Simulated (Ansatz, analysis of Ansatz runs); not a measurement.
**monolayer As with a Cl adatom (on top): binding, spin and levels**

Question: how strongly does the Cl adatom (on top) bind to monolayer As, in which spin state, and does it put states into the gap? Model: a cell of 18 host atoms with 1 Cl put in, with vacuum above and below.

Main program and level: Ansatz 0.2.0; plane-wave PAW DFT, PBEsol and LDA; supercells relaxed in a periodic cell with vacuum, the primitive cell and the final single points with the Coulomb interaction cut along the normal.

The database entry behind the starting cell differs from later determinations by our own check (old inner coordinate), so it need not match the best structure at ambient conditions.

### Step 1. Set-up

The cell holds 19 atoms: 18 As and 1 Cl. Cell: a = 10.633 Å, b = 10.633 Å, c = 35.000 Å, α = 90.0°, β = 90.0°, γ = 120.0°. It derives from As (As monolayer (from R-3m)), repeated 3×3×1. Vacuum lies along c. Nearest the centre at fractional (0.444, 0.556, 0.586): Cl19 at 0.00 Å, As10 at 2.33 Å, As12 at 4.24 Å, As4 at 4.24 Å, As18 at 4.24 Å, As2 at 4.24 Å, As8 at 4.24 Å, As16 at 4.24 Å.

As a file:

```xyz
19
Lattice="10.6332 0.0000 0.0000 -5.3166 9.2086 0.0000 0.0000 0.0000 35.0000" Properties=species:S:1:pos:R:3
As    0.0000    0.0000   16.8054
As    0.0000    2.0464   18.1946
As   -1.7722    3.0695   16.8054
As   -1.7722    5.1159   18.1946
As   -3.5444    6.1391   16.8054
As   -3.5444    8.1854   18.1946
As    3.5444    0.0000   16.8054
As    3.5444    2.0464   18.1946
As    1.7722    3.0695   16.8054
As    1.7722    5.1159   18.1946
As    0.0000    6.1391   16.8054
As    0.0000    8.1854   18.1946
As    7.0888    0.0000   16.8054
As    7.0888    2.0464   18.1946
As    5.3166    3.0695   16.8054
As    5.3166    5.1159   18.1946
As    3.5444    6.1391   16.8054
As    3.5444    8.1854   18.1946
Cl    1.7722    5.1159   20.5255
```

The cell's shortest repeat is 10.6 Å.

### Step 2. The perfect sheet

One layer is cut from the bulk crystal and relaxed, atoms and in-plane cell, with the Coulomb interaction cut along the normal so that the layer doesn't feel its images.

Contents of cell/input.yaml:

```yaml
crystal:
  lattice:
    - [3.761594, 0.0, 0.0]
    - [-1.880797, 3.257636, 0.0]
    - [0.0, 0.0, 25.251006]
  atoms:
    - { symbol: As, position: [0.0, 0.0, 0.4752286] }
    - { symbol: As, position: [0.3333333, 0.6666667, 0.5247714] }
  periodic: [true, true, false]
basis:
  ecutwfc: 420
  xc_grid: 2
hamiltonian:
  xc: pbesol
kpoints:
  mp_grid: { grid: [10, 10, 1] }
scf:
  occupations: { method: fermi_dirac, width: 0.02 }
  max_iter: 80
relax:
  f_tol: 0.005
  max_steps: 60
  cell: {}
output:
  forces: true
checkpoint:
  write: "../cell.run"
  compress: false
  write_wavefunctions: false
  write_every: 100000
```

Started as:

```bash
$ ansatz run input.yaml --threads 4 --pin off --max-ram 9420MiB --backend cpu --events-out ev --progress --plain --runs-dir out
```

Numbers of over 12 decimals in the logs are rounded to 6 here.

The log of the run:

```text
[... repeated set-up lines and file paths are left out, and long positions are rounded to six places ...]
Warning: crystal.periodic: the lattice vector that does not repeat stood 0.000° off the slab's normal, 25.251 Å along it as the deck builds it. [...]
crystal.periodic: the lattice vector that does not repeat stood 0.000° off the slab's normal, 25.251 Å along it as the deck builds it. [...]
Engine: ansatz 0.2.0, aarch64-unknown-linux-gnu
Pseudopotentials: kind: paw
Pseudopotential: As, paw, valence charge 15, recommended cutoff 420 eV (normal), As.paw.azcp
Functional definition: PBEsol
  exchange = pbesol_x
  correlation = pbesol_c
Crystal: 2 atoms, lattice volume = 322.302 Å³
Basis set: ecut = 420 eV, 6315 PW (Γ), exchange–correlation on 54×54×360 points (8 copies of the dense FFT grid, shifted against one another)
Bands: 19, of which v1, the nominal top of the filled ones, is band 15 counted from 1 (14 counted from 0)
Symmetry: 12 space group operations
Space group: P-3m1 (ITA 164), of the structure as read, at distance tolerance 6.9e-5 Å
k-points: 14 of 100
Non-local potential: As, projectors of the file, l = 0: 2, l = 1: 2, l = 2: 3, l = 3: 1
PAW form: soft (Blöchl's): semilocal exchange-correlation on the pseudo side does not see the compensation charge
PAW frozen core: As, regenerated for the run's functional, and the local potential with it (the file was generated under x = pbe(κ = 0.804, μ = 0.219515), c = pbe(β = 0.066725))
PAW one-centre angular grid: As, 590 points (default); XC on 64 Gauss nodes
Initial density: superposition of atomic densities (neutral atoms: chi_scale 0, normalization atom), corrected by the library's trained network
Initial wavefunctions: pseudopotential atomic-orbital guess
Functional: x = pbesol(κ = 0.804, μ = 0.123457), c = pbesol(β = 0.046)
SCF iter   1: F=—  HF=-9625.664667 eV  |F-HF|=—  |Δ(HF+E_count)|=         —  Δρ=8.43e-4  dr2=4.26e-3  ethr=1.77e-3  ⟨swp⟩=10.8  Hψ=1750  notcnv=0
preconditioner: auto → none  [insulator: Δε(μ)=0.683 eV  Ē_g=9.350 eV  σ=0.020 eV  W_gap=1.00  n_scr=14 (ndim 8)  ℏωp=6.5 eV  f_vac=0.800  D(μ)=0.00/eV (n_scr^D=0)  ε∞_Penn≈1.5]
SCF iter   2: F=—  HF=-9625.662125 eV  |F-HF|=—  |Δ(HF+E_count)|=   2.54e-3  Δρ=4.56e-4  dr2=5.96e-4  ethr=1.42e-5  ⟨swp⟩=3.4  Hψ=768  notcnv=0
SCF iter   3: F=—  HF=-9625.662290 eV  |F-HF|=—  |Δ(HF+E_count)|=   1.65e-4  Δρ=1.67e-4  dr2=6.93e-5  ethr=1.99e-6  ⟨swp⟩=2.8  Hψ=407  notcnv=0
SCF iter   4: F=—  HF=-9625.662366 eV  |F-HF|=—  |Δ(HF+E_count)|=   7.62e-5  Δρ=2.76e-5  dr2=1.92e-6  ethr=2.31e-7  ⟨swp⟩=3.0  Hψ=464  notcnv=0
iter 5 did not close the SCF: its close was put off for the readings that it lacked (scf_convergence_deferred on its scf_iter line)
[...]
relax step   2: F+E_penalty+E_count = -9625.67542765 eV  Δ(F+E_penalty+E_count) = -1.306e-2 eV  max|allowed force component| = 1.955e0 eV/Å  Δτ_max = 0.1478 Å  P = -1.718 N/m  Ω = 291.618 Å³  energy of the carried Pulay correction = +6.557e-4 eV  fix = [c, alpha, beta]  reactions: c -0.000 N/m  (7 SCF iters, dr2 threshold 2.00e-7 eV, accepted)
[...]
relax step   5: F+E_penalty+E_count = -9625.84900639 eV  Δ(F+E_penalty+E_count) = -1.274e-3 eV  max|allowed force component| = 6.388e-3 eV/Å  Δτ_max = 0.0003 Å  P = -0.006 N/m  Ω = 286.160 Å³  energy of the carried Pulay correction = +7.793e-4 eV  fix = [c, alpha, beta]  reactions: c -0.000 N/m  (4 SCF iters, dr2 threshold 2.00e-7 eV, accepted)
[...]
relax step   7: F+E_penalty+E_count = -9625.84838042 eV  Δ(F+E_penalty+E_count) = +6.276e-4 eV  max|allowed force component| = 8.832e-4 eV/Å  Δτ_max = 0.0000 Å  P = -0.004 N/m  Ω = 286.157 Å³  fix = [c, alpha, beta]  reactions: c -0.000 N/m  stress off target by 3.70e-3 N/m on what of the cell is left free  SCF on the basis re-selected at this cell (its energy is not comparable with the rows above)  (6 SCF iters)
basis re-selected at this cell: Δ(F+E_penalty+E_count) = +6.276e-4 eV, ΔP = -0.003 N/m vs the last step (what re-selecting the basis moved, of the pressure what is left beyond the Pulay correction that the steps carried, after the strain that the cell walked [...]
SCF converged after 6 iterations
Free energy (F): -9625.848380 eV
Harris-Foulkes:  -9625.848380 eV  (|F-HF|=3.09e-11)
Internal energy: -9625.848380 eV  (E = F + TS)
E sigma→0 (E₀):  -9625.848380 eV
Fermi energy:    -4.573066 eV
--- Per-component energies (eV) ---
  E_band       = -916.799940
  E_kinetic    = 204.948902
  E_local      = -45445.632547  (includes V_loc(G=0)·N_el)
  E_nonlocal   = -1336.801300
  E_hartree    = 22677.044156
  E_xc         = -156.717585
  E_vxc        = -157.426643  (∫ρ·V_xc dr)
  E_paw        = -3584.837640  (= ΣΔE_a)
  E_vpaw       = 464.023306  (= ΣTr[D̂ρ^β])
  E_aug_tail   = 0.000014  (compensation charges beyond the density's cutoff)
  E_ewald      = 18014.214762
  E_core_change = 1.932857  (= ΣΔE_core)
  E_smearing   = -0.000000  (= −TS)
  E_closure    = 0.000000  (closes the sum)
  Σ components = -9625.848380   (vs F -9625.848380, Δ=0.00e0)
--- Forces (eV/Å), atoms counted from 1 ---
  atom   1  As    -0.00000000    -0.00000000    -0.00088321
  atom   2  As    -0.00000000     0.00000000     0.00088321
  max |Σ_I F_I| component: 1.73e-18 eV/Å
--- 2D stress c σ (N/m, compression-positive) ---
       -0.003699       0.000000      -0.000000
        0.000000      -0.003699      -0.000000
       -0.000000      -0.000000      -0.000000
  P = ½ c Tr σ = -0.0037 N/m
--- Relaxed structure (6 steps of the walk, 6 accepted, 1 SCFs on fresh bases) ---
  F+E_penalty+E_count = -9625.84838042 eV   max|allowed force component| = 8.832e-4 eV/Å   (the final SCF, on the basis selected at the relaxed cell)
  cell:  # Å, volume = 286.1574 Å³
    - [3.544400, 0, 0]
    - [-1.772200, 3.069540, 0]
    - [0, 0, 26.302011]
  atoms:
    - { symbol: As, position: [-4.3671413055984915e-17, -5.551115453998028e-17, 0.453614] }
    - { symbol: As, position: [0.333333, 0.666667, 0.506427] }
```

Elapsed: 7.4 s, on 4 threads of Arm Neoverse V1, shared host; peak memory 0.58 GiB; 28 s of CPU time.

The in-plane vectors went from 3.762 and 3.762 Å, as in the bulk, to 3.544 and 3.544 Å; the layer is 1.39 Å thick between its outer atoms.

### Step 3. Does the sheet stay flat and symmetric?

The defect-free supercell is relaxed from atoms displaced by 0.08 Å at random. A buckling or a charge-density wave of the sheet itself would otherwise be counted to the defect.

Contents of pristine.relax/input.yaml:

```yaml
crystal:
  lattice:
    - [10.6331985105, 0.0, 0.0]
    - [-5.3165992553, 9.2086200336, 0.0]
    - [0.0, 0.0, 13.0]
  atoms:
    - { symbol: As, position: [0.0, 0.0, 0.4465726991] }
    - { symbol: As, position: [0.1111111111, 0.2222222222, 0.5534273009] }
    - { symbol: As, position: [0.0, 0.3333333333, 0.4465726991] }
    - { symbol: As, position: [0.1111111111, 0.5555555556, 0.5534273009] }
[... 8 atom lines left out ...]
    - { symbol: As, position: [0.6666666667, 0.0, 0.4465726991] }
    - { symbol: As, position: [0.7777777778, 0.2222222222, 0.5534273009] }
    - { symbol: As, position: [0.6666666667, 0.3333333333, 0.4465726991] }
    - { symbol: As, position: [0.7777777778, 0.5555555556, 0.5534273009] }
    - { symbol: As, position: [0.6666666667, 0.6666666667, 0.4465726991] }
    - { symbol: As, position: [0.7777777778, 0.8888888889, 0.5534273009] }
basis:
  ecutwfc: 420
  xc_grid: 2
hamiltonian:
  xc: pbesol
kpoints:
  mp_grid: { grid: [2, 2, 1] }
scf:
  occupations: { method: fermi_dirac, width: 0.01 }
  max_iter: 80
output:
  forces: true
relax:
  f_tol: 0.015
  max_steps: 100
  random_displacement: { amplitude: 0.08, seed: 1742 }
```

The log of the run:

```text
[...]
Crystal: 18 atoms, lattice volume = 1272.922 Å³
Basis set: ecut = 420 eV, 24853 PW (Γ), exchange–correlation on 144×144×180 points (8 copies of the dense FFT grid, shifted against one another)
Bands: 162, of which v1, the nominal top of the filled ones, is band 135 counted from 1 (134 counted from 0)
Symmetry: 1 space group operations
k-points: 4
[...]
SCF iter   1: F=—  HF=-86632.074187 eV  |F-HF|=—  |Δ(HF+E_count)|=         —  Δρ=1.46e-3  dr2=3.23e-2  ethr=1.77e-3  ⟨swp⟩=6.2  Hψ=2423  notcnv=0  defer=5
[...]
SCF iter   7: F=-86632.070560 eV  HF=-86632.070560 eV  |F-HF|=2.58e-7  |Δ(HF+E_count)|=   7.97e-7  Δρ=6.27e-6  dr2=1.02e-6  ethr=2.08e-9  ⟨swp⟩=3.0  Hψ=1993  notcnv=0
SCF 1 converged in 7 iterations: F = -86632.070560 eV  dr2 = 1.02e-6
[...]
atom  16  As    -0.00382216     0.00377584    -0.00753855
  atom  17  As    -0.00452202    -0.00160440     0.00415371
  atom  18  As     0.00339462     0.00002602    -0.01149533
  max |Σ_I F_I| component: 2.18e-7 eV/Å
--- Relaxed structure (4 steps of the walk, 4 accepted, 0 SCFs on fresh bases) ---
  F+E_penalty+E_count = -86632.39789699 eV   max|allowed force component| = 1.277e-2 eV/Å
  atoms:
    - { symbol: As, position: [0.000364, -0.000295, 0.447939] }
    - { symbol: As, position: [0.111719, 0.221854, 0.554719] }
    - { symbol: As, position: [0.000776, 0.332754, 0.447614] }
    - { symbol: As, position: [0.111851, 0.555343, 0.553865] }
    - { symbol: As, position: [0.000372, 0.665951, 0.447082] }
    - { symbol: As, position: [0.112034, 0.888231, 0.553674] }
    - { symbol: As, position: [0.333609, -0.000782, 0.446289] }
    - { symbol: As, position: [0.444995, 0.221239, 0.553231] }
[...]
- { symbol: As, position: [0.667392, 0.332989, 0.446698] }
    - { symbol: As, position: [0.778305, 0.554669, 0.553938] }
    - { symbol: As, position: [0.667468, 0.666422, 0.447645] }
    - { symbol: As, position: [0.778165, 0.888355, 0.554662] }
[key lines of the parts left out:]
SCF converged after 5 iterations
Free energy (F): -86632.397897 eV
Fermi energy:    0.017232 eV
```

Wall time 37 s (4 threads); peak memory 3.5 GiB.

A first try of the k-points missed the dense mesh's energy by 280 meV an atom, so the mesh was refined. At a 2×2×1 Γ-centred mesh the symmetric supercell lies within 14 meV an atom of the primitive cell's dense mesh.

It returns to the energy of the symmetric cell, so the symmetric sheet is kept as the host.

### Step 4. Band edges against the vacuum level

With the interaction cut along the normal, the potential far from the sheet is the zero of energy, so band edges and defect states of different cells share one scale, as long as a cell has no dipole along the normal.

Contents of host/input.yaml:

```yaml
crystal:
  lattice:
    - [3.5443995035, 0.0, 0.0]
    - [-1.7721997518, 3.0695400112, 0.0]
    - [0.0, 0.0, 35.0]
  atoms:
    - { symbol: As, position: [0.0, 0.0, 0.480155574] }
    - { symbol: As, position: [0.3333333333, 0.6666666667, 0.519844426] }
  periodic: [true, true, false]
basis:
  ecutwfc: 420
  xc_grid: 2
hamiltonian:
  xc: pbesol
kpoints:
  mp_grid: { grid: [6, 6, 1] }
  band_path: { path: [VBM, CBM], npoints: 1 }
scf:
  occupations: { method: fixed }
  max_iter: 80
output:
  forces: true
  eigenvalues: true
  write_potential: true
  volumetric_format: npy
```

The log of the run:

```text
[...]
Crystal: 2 atoms, lattice volume = 380.789 Å³
Basis set: ecut = 420 eV, 7383 PW (Γ), exchange–correlation on 48×48×480 points (8 copies of the dense FFT grid, shifted against one another)
Bands: 19, of which v1, the nominal top of the filled ones, is band 15 counted from 1 (14 counted from 0)
Symmetry: 12 space group operations
[...]
k-points: 7 of 36
[...]
SCF iter   1: F=—  HF=-9625.823413 eV  |F-HF|=—  |Δ(HF+E_count)|=         —  Δρ=8.95e-4  dr2=3.48e-3  ethr=1.77e-3  ⟨swp⟩=6.3  Hψ=628  notcnv=0  defer=10
[...]
SCF iter   6: F=-9625.821917 eV  HF=-9625.821917 eV  |F-HF|=1.18e-8  |Δ(HF+E_count)|=   1.23e-7  Δρ=7.37e-7  dr2=1.48e-9  ethr=1.92e-10  ⟨swp⟩=23.0  Hψ=1448  notcnv=0
SCF 1 converged in 6 iterations: F = -9625.821917 eV  dr2 = 1.48e-9
[...]
NSCF: frozen V_eff on 7 k-points
[...]
SCF converged after 6 iterations
Free energy (F): -9625.821917 eV
[...]
Internal energy: -9625.821917 eV  (E = F + TS)
E sigma→0 (E₀):  -9625.821917 eV
Fermi energy:    -5.283924 eV
[...]
--- Forces (eV/Å), atoms counted from 1 ---
  atom   1  As     0.00000000    -0.00000000     0.03586790
  atom   2  As    -0.00000000    -0.00000000    -0.03586790
  max |Σ_I F_I| component: 1.73e-18 eV/Å
--- Band table (eV; the first three rows and the last of 7) ---
[...]
[... further k-points left out ...]
```

Run time: 3 s. Hardware: 4 threads; peak memory 0.56 GiB; 10 s of CPU time.

The column dr2 measures how far the density is from self-consistency, as an energy; F and HF (Harris–Foulkes) agree once it is small.

The band edges were searched for over the zone, on the density of this mesh. The valence top lies 5.28 eV and the conduction bottom 3.81 eV below the vacuum level: a gap of 1.47 eV.

(Part 1 of 3 ends here.)

[Logs are printed without paths, hosts, clocks, repeated set-up lines and the standing remarks that a program may print on its own settings, such as how far it seeks lower states.]

[Hosts, paths, dates, database ids (printed as entryN), source tags and the programs' standing remarks are cut or masked in the printed files.]

[Maps of the electrostatic potential energy from Ansatz leave out the sawtooth potential of an applied field or a dipole correction, so their vacuum need not be flat.]
